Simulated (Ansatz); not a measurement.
# What BeSi2 (built on the sites of a database entry of CaSi2) distorts into

Which phase does BeSi2 (built on the sites of a database entry of CaSi2) fall into along its unstable mode, and how much energy does it gain?

Calculated with Ansatz 0.2.0; DFT PBEsol, scalar-relativistic, plane waves, PAW.

The structure was built from a prototype and need not be the compound's stable phase.

## Step 1: The starting structure

Symmetry: P-3m1, No. 164, trigonal system. Conventional cell: a = 2.782 Å, b = 2.782 Å, c = 5.533 Å, α = 90.00°, β = 90.00°, γ = 120.00°. Nearest to Be lie 6 Si at 2.38 Å. Nearest to Si lie 3 Be at 2.38 Å and 3 Si at 2.57 Å. Farther neighbours are not listed.

## Step 2: The dispersion

The cell comes from relaxations at this level that are not shown. Stability and thermal properties need the whole zone. Linear response on a 3×3×2 q mesh gives force constants as far as a supercell of that size would.

Contents of input.yaml:

```yaml
crystal:
  lattice:
    - [2.7820321755, 0.0, 0.0]
    - [-1.3910160877, 2.4093105381, 0.0]
    - [0.0, 0.0, 5.5325386777]
  atoms:
    - { symbol: Be, position: [0.0, 0.0, 0.0] }
    - { symbol: Si, position: [0.3333333333, 0.6666666667, 0.3184987978] }
    - { symbol: Si, position: [0.6666666667, 0.3333333333, 0.6815012022] }
kpoints:
  mp_grid: { grid: [15, 15, 8] }
hamiltonian:
  xc: pbesol
scf:
  occupations: { method: methfessel_paxton, width: 0.15 }
output:
  eigenvalues: true
phonons:
  method: dfpt
  qmesh: [3, 3, 2]
  temperatures: { t_max: 1000, t_step: 50 }
  qpath:
    path:
      - [[0.0, 0.0, 0.0], [0.5, 0.0, 0.0], [0.33333333, 0.33333333, 0.0], [0.0, 0.0, 0.0], [0.0, 0.0, 0.5], [0.5, 0.0, 0.5], [0.33333333, 0.33333333, 0.5], [0.0, 0.0, 0.5]]
      - [[0.5, 0.0, 0.5], [0.5, 0.0, 0.0]]
      - [[0.33333333, 0.33333333, 0.5], [0.33333333, 0.33333333, 0.0]]
    npoints: 10
```

On the command line:

```console
ansatz run input.yaml --threads 4 --pin off --max-ram 7168MiB --backend cpu --events-out ev --progress --plain --runs-dir out
```

Numbers of over 12 decimals in the logs are rounded to 6 here.

The log of the run:

```text
Warning: phonons: the dynamical matrix that this run interpolates holds no multipole term above the dipole-dipole one, and a site of this crystal is no centre of inversion, so its interpolated transverse optical and acoustic branches and sound speeds can stay off near Gamma, and the density of states and the thermodynamics with them. What a run solves at a wave vector of phonons.qpoints, Gamma apart, where the deck admits one, is free of this, and under fd what a larger phonons.supercell samples
Engine: ansatz 0.2.0, aarch64-unknown-linux-gnu
Pseudopotentials: kind: paw
Pseudopotential: Be, paw, valence charge 2, recommended cutoff 420 eV (normal), Be.paw.azcp
Pseudopotential: Si, paw, valence charge 4, recommended cutoff 420 eV (normal), Si.paw.azcp
Functional definition: PBEsol
  exchange = pbesol_x
  correlation = pbesol_c
Crystal: 3 atoms, lattice volume = 37.083 Å³
Basis set: ecut = 420 eV, 739 PW (Γ), exchange–correlation on 40×40×80 points (8 copies of the dense FFT grid, shifted against one another)
Bands: 9, of which v1, the nominal top of the filled ones, is band 5 counted from 1 (4 counted from 0)
Symmetry: 12 space group operations
k-points: 192 of 1800
Non-local potential: Be, projectors of the file, l = 0: 2, l = 1: 2, l = 2: 1
Non-local potential: Si, projectors of the file, l = 0: 2, l = 1: 2, l = 2: 2
PAW form: soft (Blöchl's): semilocal exchange-correlation on the pseudo side does not see the compensation charge
PAW frozen core: Be, regenerated for the run's functional, and the local potential with it (the file was generated under x = pbe(κ = 0.804, μ = 0.219515), c = pbe(β = 0.066725))
PAW frozen core: Si, regenerated for the run's functional, and the local potential with it (the file was generated under x = pbe(κ = 0.804, μ = 0.219515), c = pbe(β = 0.066725))
PAW one-centre angular grid: Be, 110 points (default); XC on 64 Gauss nodes
PAW one-centre angular grid: Si, 110 points (default); XC on 64 Gauss nodes
Initial density: superposition of atomic densities (neutral atoms: chi_scale 0, normalization atom), corrected by the library's trained network
Initial wavefunctions: pseudopotential atomic-orbital guess
Functional: x = pbesol(κ = 0.804, μ = 0.123457), c = pbesol(β = 0.046)
SCF iter   1: F=—  HF=-1332.162850 eV  |F-HF|=—  |Δ(HF+E_count)|=         —  Δρ=2.29e-3  dr2=1.72e-3  ethr=1.77e-3  ⟨swp⟩=5.2  Hψ=13210  notcnv=0
preconditioner: auto → none  [metal: Δε(μ)=0.025 eV  Ē_g=9.156 eV  σ=0.150 eV  W_gap=0.14  n_scr=2 (ndim 8)  ℏωp=19.3 eV  f_vac=0.000  D(μ)=0.89/eV (n_scr^D=2)  sad-step TF]
SCF iter   2: F=—  HF=-1332.162634 eV  |F-HF|=—  |Δ(HF+E_count)|=   2.17e-4  S|Δr|=    0.00e0  Δρ=1.37e-3  dr2=6.72e-4  ethr=1.72e-5  ⟨swp⟩=1.5  Hψ=3455  notcnv=0
SCF iter   3: F=—  HF=-1332.162704 eV  |F-HF|=—  |Δ(HF+E_count)|=   7.02e-5  S|Δr|=    0.00e0  Δρ=7.17e-4  dr2=1.22e-3  ethr=6.72e-6  ⟨swp⟩=2.5  Hψ=2534  notcnv=0
SCF iter   4: F=—  HF=-1332.162452 eV  |F-HF|=—  |Δ(HF+E_count)|=   2.51e-4  S|Δr|=    0.00e0  Δρ=1.24e-4  dr2=1.99e-5  ethr=6.72e-6  ⟨swp⟩=2.0  Hψ=2128  notcnv=0
SCF iter   5: F=—  HF=-1332.162449 eV  |F-HF|=—  |Δ(HF+E_count)|=   3.89e-6  S|Δr|=    0.00e0  Δρ=2.96e-5  dr2=1.20e-6  ethr=1.99e-7  ⟨swp⟩=2.0  Hψ=2148  notcnv=0
SCF iter   6: F=—  HF=-1332.162449 eV  |F-HF|=—  |Δ(HF+E_count)|=   1.45e-7  S|Δr|=    0.00e0  Δρ=1.50e-5  dr2=3.79e-7  ethr=1.20e-8  ⟨swp⟩=1.0  Hψ=1662  notcnv=0
SCF iter   7: F=—  HF=-1332.162449 eV  |F-HF|=—  |Δ(HF+E_count)|=   7.81e-8  S|Δr|=    0.00e0  Δρ=1.89e-6  dr2=5.41e-9  ethr=3.79e-9  ⟨swp⟩=1.9  Hψ=2042  notcnv=0
SCF iter   8: F=-1332.162449 eV  HF=-1332.162449 eV  |F-HF|=1.36e-12  |Δ(HF+E_count)|=  8.67e-10  S|Δr|=    0.00e0  Δρ=8.58e-8  dr2=1.94e-12  ethr=1.00e-12  ⟨swp⟩=6.0  Hψ=9286  notcnv=0
SCF 1 converged in 8 iterations: F = -1332.162449 eV  dr2 = 1.94e-12
  greatest PAW one-centre occupation: 0.662 electrons in one spin orbital (limit 2), on the Si atom at site 2 (counted from 0), in its partial waves of l = 0
Initial density: read from a saved state, or passed on in memory by an earlier SCF of this step, an earlier step, the calling program or the single point that the run made first
iter 1 solved again at ethr=1.99e-7 eV; its pass at ethr=3.10e-3 eV (dr2=1.99e-5 eV) is discarded
SCF iter   1: F=—  HF=-1332.162448 eV  |F-HF|=—  |Δ(HF+E_count)|=         —  Δρ=2.03e-7  dr2=1.52e-11  ethr=1.99e-7  ⟨swp⟩=3.1  Hψ=18158  notcnv=0
eigensolver tolerance schedule: the retry pair's looser diagonalisation over-reported the residual by 1303532.75 of it (diagonalisation noise at an unbounded share of the residual, at the tolerance the schedule requests for it); recorded, not acted on — ethr = c·dr2/N_el stays at c = 1.0e-1
preconditioner: auto → none  [metal: Δε(μ)=0.017 eV  Ē_g=9.155 eV  σ=0.150 eV  W_gap=0.10  n_scr=2 (ndim 8)  ℏωp=19.3 eV  f_vac=0.000  D(μ)=0.89/eV (n_scr^D=2)]
SCF iter   2: F=—  HF=-1332.162449 eV  |F-HF|=—  |Δ(HF+E_count)|=   4.54e-7  S|Δr|=    0.00e0  Δρ=1.42e-7  dr2=2.45e-11  ethr=1.00e-12  ⟨swp⟩=3.1  Hψ=3477  notcnv=0
SCF iter   3: F=-1332.162449 eV  HF=-1332.162449 eV  |F-HF|=4.55e-13  |Δ(HF+E_count)|=  4.77e-12  S|Δr|=    0.00e0  Δρ=7.68e-8  dr2=1.43e-12  ethr=1.00e-12  ⟨swp⟩=1.3  Hψ=4610  notcnv=0
SCF 2 converged in 3 iterations: F = -1332.162449 eV  dr2 = 1.43e-12
phonons: the bands overlap, so this run is a metal and interpolates without the dipole-dipole term. If the crystal is really an insulator or semiconductor, its LO-TO splitting is missing
NSCF: frozen V_eff on 192 k-points
WARN: eigensolver did not converge in 13 slots of this pass, the one above among them; of largest residual over every band (k=28): 1 band(s) unlocked (lowest unlocked band 8, counted from 0; max residual 6.48e-2 eV among the unlocked bands, 6.48e-2 eV over every band); of lowest unlocked band (k=10): band 8
NSCF: frozen V_eff on 488 k-points
DFPT response loops at q = (0, 0, 0) (fractional): preconditioner auto → Kerker (q_TF=auto, 2.193 Å⁻¹) (partly filled bands, converged f_vac=0.000); β = 1.00, the filter's whole step (`scf.mixing.beta` (0.50) is not read by the response loops under this deck's `scf.mixing.preconditioner`; to damp them name `kerker` or `kerker_dos`, under which they read `scf.mixing.beta`, and type it under 1.00, their step now; both keys bind the ground state too); Broyden in place of MSR1
NSCF: frozen V_eff on 976 k-points
DFPT response loops at q = (0, 0, -0.5) (fractional): mixed as the last ones told, above
NSCF: frozen V_eff on 1920 k-points
DFPT response loops at q = (0, 0.333333, 0) (fractional): mixed as the last ones told, above
NSCF: frozen V_eff on 1920 k-points
DFPT response loops at q = (0, 0.333333, -0.5) (fractional): mixed as the last ones told, above
NSCF: frozen V_eff on 1830 k-points
DFPT response loops at q = (0.333333, 0.333333, 0) (fractional): mixed as the last ones told, above
NSCF: frozen V_eff on 1830 k-points
DFPT response loops at q = (0.333333, 0.333333, -0.5) (fractional): mixed as the last ones told, above
SCF converged after 8 iterations
Stability not checked: this state was not tested for a lower state beside it, because cold or Methfessel-Paxton smearing, or corrected tetrahedra, fill the levels in a way that the test cannot read (fill_not_monotonic; see scf.lower_state_search)
Free energy (F): -1332.162449 eV
Harris-Foulkes:  -1332.162449 eV  (|F-HF|=1.36e-12)
Internal energy: -1332.162815 eV  (E = F + TS)
E sigma→0 (E₀):  -1332.162540 eV
Entropy (-TS):   0.000367 eV (0.122 meV/atom)
Fermi energy:    10.085833 eV
--- Per-component energies (eV) ---
  E_band       = 44.408423
  E_kinetic    = 103.634113
  E_local      = -0.720338  (includes V_loc(G=0)·N_el)
  E_nonlocal   = 55.356898
  E_hartree    = 4.390956
  E_xc         = -131.128450
  E_vxc        = -117.234389  (∫ρ·V_xc dr)
  E_paw        = -1054.146765  (= ΣΔE_a)
  E_vpaw       = -5.409781  (= ΣTr[D̂ρ^β])
  E_aug_tail   = 0.000012  (compensation charges beyond the density's cutoff)
  E_ewald      = -309.621894
  E_core_change = 0.072653  (= ΣΔE_core)
  E_smearing   = 0.000367  (= −TS)
  E_closure    = 0.000000  (closes the sum)
  Σ components = -1332.162449   (vs F -1332.162449, Δ=0.00e0)
--- Band table (eV; the first three rows and the last of 192) ---
  k-point 0: bands = ["-4.1857", "-0.1074", "1.9856", "13.2063", "15.1556", "17.4271", "17.4271", "17.5433", "17.5433"]
  k-point 1: bands = ["-4.1423", "-0.4536", "2.4695", "11.9970", "16.4630", "17.4209", "17.4209", "17.6372", "17.6372"]
  k-point 2: bands = ["-4.0247", "-1.0487", "3.4737", "10.2891", "17.4418", "17.4418", "17.8688", "17.8688", "18.4595"]
  k-point 191: bands = ["4.0943", "4.0943", "4.6986", "5.5716", "5.5716", "6.6770", "13.1558", "13.2389", "13.2389"]
--- Phonons (Γ-DFPT): 4 representative perturbations + reference (Σ response iterations 10) ---
  ASR residual: 1.163e-4 → 0.000e0 eV/Å²; symmetrization residual: 2.832e-8 eV/Å²
  ASR residual per site (eV/Å²): 1.16e-4 3.52e-5 3.52e-5
  Γ frequencies (cm⁻¹): 0.00 0.00 0.00 146.89 146.89 296.74 296.74 367.74 493.19
--- Phonons (arbitrary-q DFPT): 6 irreducible q on the 3×3×2 mesh ---
  q = [0.0000, 0.0000, 0.0000] (star 1, of the zone-centre solve; hermiticity 6.50e-9, symmetrization 3.82e-12): 0.00 0.00 0.00 146.89 146.89 296.74 296.74 367.74 493.19
  q = [0.0000, 0.0000, -0.5000] (star 1, 4 solved perturbations in 1360 linear systems a pass and spin channel, the states on 488 of 1800 k-point pairs; hermiticity 1.36e-8, symmetrization 4.00e-11): 40.75 40.75 110.98 110.98 208.37 218.27 267.18 267.18 495.99
  q = [0.0000, 0.3333, 0.0000] (star 6, 6 solved perturbations on 960 of 1800 k-point pairs; hermiticity 1.36e-8, symmetrization 7.71e-11): -87.89 48.82 118.48 156.80 213.43 227.42 227.60 365.55 466.15
  q = [0.0000, 0.3333, -0.5000] (star 6, 6 solved perturbations on 960 of 1800 k-point pairs; hermiticity 1.38e-8, symmetrization 7.05e-11): -129.73 -39.55 99.81 132.62 236.65 252.69 297.46 324.88 474.54
  q = [0.3333, 0.3333, 0.0000] (star 2, 4 solved perturbations in 2476 linear systems a pass and spin channel, the states on 915 of 1800 k-point pairs; hermiticity 7.68e-9, symmetrization 2.82e-9): -162.07 -162.07 68.64 269.39 269.39 272.18 299.53 299.53 452.09
  q = [0.3333, 0.3333, -0.5000] (star 2, 4 solved perturbations in 2476 linear systems a pass and spin channel, the states on 915 of 1800 k-point pairs; hermiticity 6.39e-9, symmetrization 5.95e-9): 34.32 34.32 155.99 165.69 165.69 217.46 342.68 342.68 465.07
  sum rule: each row above includes the acoustic sum rule's correction from the zone centre's row sums; it moved no ω² by more than (1.87 cm⁻¹)²
  mesh force constants: q→R imaginary residual 0.00e0; ASR residual 1.163e-4 → 0.000e0 eV/Å²; symmetrization residual 1.332e-15 eV/Å²
  interpolated dispersion: 93 rows × 9 modes
  density of states and harmonic sums: on the 27×27×12 q-mesh, interpolated from the force constants of a 3×3×2 supercell (no non-analytic term)
  largest difference from the sums on the solved wave vectors: F 4.77e-2 eV, S 6.02e-5 and C_V 1.97e-5 eV/K
  zero-point energy: 0.114351 eV/cell   skipped modes (ω ≤ 0): 1250, of them read as no rigid motion or as one in doubt: 1247 (1.534e0 modes/cell left out, lowest -175.44 cm⁻¹)   left out of the sums: 1.71e-1 of the cell's modes: C_V's classical limit lies that fraction below 3 k_B per atom; for a crystal, a wire or a layer, F and S can be off by more, and a phonons.interpolated_qmesh denser along its periods is the remedy for the sampling
```

Wall time 2.2 min (4 threads of Arm Neoverse V1, shared host); peak memory 1.1 GiB; 7.6 min of CPU time.

The column dr2 measures how far the density is from self-consistency, as an energy; F and HF (Harris–Foulkes) agree once it is small.

Numbers from this step:

| Property | Result |
| --- | --- |
| volume per atom | 12.36 Å³ |
| gap on the k-mesh | 0 eV |
| sum-rule residual before enforcement | 1.16e-4 eV/Å² |
| lowest frequency on the path | -175.6 cm⁻¹ |
| point group | -3m |
| highest frequency on the path or at a solved wavevector | 496 cm⁻¹ |
| highest optical mode at the zone centre (no LO-TO term) | 493.2 cm⁻¹ |
| lowest optical zone-centre mode | 146.9 cm⁻¹ |
| lowest mode on the q mesh (acoustic modes at Γ apart) | -162.1 cm⁻¹ |

Frequencies (cm⁻¹) solved at each irreducible wavevector; negative means imaginary. Frequencies by wavevector, by row:

```csv
q in reciprocal lattice units,star,mode 1,mode 2,mode 3,mode 4,mode 5,mode 6,mode 7,mode 8,mode 9
0 0 0,1,0,0,0,146.9,146.9,296.7,296.7,367.7,493.2
0 0 -0.5,1,40.8,40.8,111,111,208.4,218.3,267.2,267.2,496
0 0.3333 0,6,-87.9,48.8,118.5,156.8,213.4,227.4,227.6,365.6,466.1
0 0.3333 -0.5,6,-129.7,-39.5,99.8,132.6,236.7,252.7,297.5,324.9,474.5
0.3333 0.3333 0,2,-162.1,-162.1,68.6,269.4,269.4,272.2,299.5,299.5,452.1
0.3333 0.3333 -0.5,2,34.3,34.3,156,165.7,165.7,217.5,342.7,342.7,465.1
```

Interpolated from a 3×3×2 q mesh, rough between the solved points. The phonon branches at the labelled points (cm⁻¹):

```
    point  branch 1  branch 2  branch 3  branch 4  branch 5  branch 6  branch 7  branch 8  branch 9
        Γ         0         0         0       147       147       297       297       368       493
  halfway        18       106       119       123       172       213       251       378       475
        M      -164        96       114       197       201       225       285       333       458
  halfway      -175       -72        88       218       249       253       289       325       455
        K      -162      -162        69       269       269       272       300       300       452
  halfway       -66        48       144       165       176       198       259       371       470
        Γ         0         0         0       147       147       297       297       368       493
  halfway        15        15       100       133       133       282       282       320       496
        A        41        41       111       111       208       218       267       267       496
  halfway      -122       -11        71       124       223       258       289       312       481
        L      -102       -58       143       180       185       248       310       336       470
  halfway       -79       -48       148       178       200       213       329       340       468
        H        34        34       156       166       166       218       343       343       465
  halfway      -123       -74       119       123       224       251       307       312       477
        A        41        41       111       111       208       218       267       267       496
jump to L      -102       -58       143       180       185       248       310       336       470
  halfway      -137        17       136       156       225       251       281       338       464
        M      -164        96       114       197       201       225       285       333       458
jump to H        34        34       156       166       166       218       343       343       465
  halfway      -126      -126       111       222       222       251       328       328       459
        K      -162      -162        69       269       269       272       300       300       452
```

The phonon branches as a text plot (rows in cm⁻¹):

```
    482 |*****            ********************     ********
    454 |     ************                    *****        ******
    426 |
    398 |
    370 |******          *******
    342 |      ****     *       *        ***********      *****
    314 |          *** *         *    ********     ***    *    **
    286 |***    ********    ******  *****            ****  ***
    258 | * ** *   **** **** *    **********         ***** *   **
    230 |  *  *******  * *  *      **  ***  **  * ***   ********
    202 |   ** ****     ****       ****   *  *** *** ****** ***
    174 |  *****         *****    *        *********        *
    146 |***             *********       ************     **  *
    118 |   ******      *  **     ********          ******  **
     90 |  **   *****  *    *    *  *   *            ****   ** *
     62 | **  **  *  **   *  *  *    ***                        *
     34 |**                   *   *****        ***      **
      6 |*   *                 ***                     *   *
    -22 | ***               ***     *  **      *  *    *
    -50 |                  *             ******  * *  *   *
    -78 |          *     **          *       **   * ***       *
   -106 |     *         **            *  ****      * *    *
   -134 |      *    *  **              **           *      *   *
   -162 |       ********                                    **  *
         Γ       M    K        Γ   A       L    H       A|L M|H K
```

Symmetry leaves 6 wavevectors to solve. The lowest mode among them, the acoustic zeros apart, lies at q = (0.333, 0.333, 0) and is imaginary, 162.1i cm⁻¹, so the energy falls along it. Between them the interpolated path dips to 176i cm⁻¹.

## Step 3: The mode frozen in, largest atomic shift 0 Å

The mode followed lies at q = (0.333, 0.333, 0) with frequency 162.1i cm⁻¹ and is 2-fold degenerate, the softest among the wavevectors solved. At small amplitude the distorted cell has space group no. 12 by a symmetry search on the positions. The undistorted cell that holds it gives the zero of energy on the same k mesh.

System of this step: BeSi2 (built on the sites of a database entry of CaSi2). The structure is trigonal, space group P-3m1 (No. 164). Conventional cell: a = 2.782 Å, b = 2.782 Å, c = 5.533 Å, α = 90.00°, β = 90.00°, γ = 120.00°. Be has 6 Si at 2.38 Å nearest. Nearest to Si lie 3 Be at 2.38 Å and 3 Si at 2.57 Å. Farther neighbours are not listed.

Contents of input.yaml:

```yaml
crystal:
  lattice:
    - [0.0, -4.8186210762, 0.0]
    - [-4.1730482632, -2.4093105381, 0.0]
    - [0.0, 0.0, -5.5325386777]
  atoms:
    - { symbol: Be, position: [0.0, 0.0, 0.0] }
    - { symbol: Be, position: [0.6666666667, 0.6666666667, 0.0] }
    - { symbol: Be, position: [0.3333333333, 0.3333333333, 0.0] }
    - { symbol: Si, position: [0.3333333333, 0.6666666667, 0.6815012022] }
    - { symbol: Si, position: [1.0, 0.3333333333, 0.6815012022] }
    - { symbol: Si, position: [0.6666666667, 1.0, 0.6815012022] }
    - { symbol: Si, position: [0.6666666667, 0.3333333333, 0.3184987978] }
    - { symbol: Si, position: [0.3333333333, 1.0, 0.3184987978] }
    - { symbol: Si, position: [0.0, 0.6666666667, 0.3184987978] }
kpoints:
  mp_grid: { grid: [9, 9, 6] }
hamiltonian:
  xc: pbesol
scf:
  occupations: { method: methfessel_paxton, width: 0.15 }
output:
  forces: true
  stress: true
  eigenvalues: true
```

The log of the run:

```text
[...]
Crystal: 9 atoms, lattice volume = 111.250 Å³
Basis set: ecut = 420 eV, 2167 PW (Γ), exchange–correlation on 72×72×80 points (8 copies of the dense FFT grid, shifted against one another)
Bands: 24, of which v1, the nominal top of the filled ones, is band 15 counted from 1 (14 counted from 0)
Symmetry: 36 space group operations
[...]
k-points: 62 of 486
[...]
k-point 0: bands = [... 11 lower, 7.7369, 7.7369, 7.7369, 7.7369, 9.1473, 9.1473, 9.1473, 9.1473, ... 5 higher]
  k-point 1: bands = [... 11 lower, 6.9501, 6.9501, 7.0883, 7.0883, 10.1844, 10.1844, 10.1844, 10.1844, ... 5 higher]
  k-point 2: bands = [... 11 lower, 6.0125, 6.0125, 6.8117, 6.8117, 9.2356, 11.8786, 11.8786, 11.8786, ... 5 higher]
  k-point 61: bands = [... 11 lower, 6.5340, 9.7771, 9.7771, 9.7771, 12.5656, 12.5656, 12.5656, 13.0109, ... 5 higher]
[key lines of the parts left out:]
SCF converged after 5 iterations
Free energy (F): -3996.458590 eV
Fermi energy:    10.122167 eV
P = ⅓ Tr σ = -0.1235 GPa (-1.235 kbar)
```

It took 3.2 s on 4 threads; peak memory 0.47 GiB; 11 s of CPU time.

Numbers from this step:

```
pressure                         : -0.1235 GPa
energy from the undistorted cell : 0 meV/atom
```

The run ends at a pressure of -0.12 GPa, with forces up to 0.063 eV/Å.

[end of part 1 of 2]

[Logs are printed without paths, hosts, clocks, repeated set-up lines and the standing remarks that a program may print on its own settings, such as how far it seeks lower states.]

[Hosts, paths, dates, database ids (printed as entryN), source tags and the programs' standing remarks are cut or masked in the printed files.]
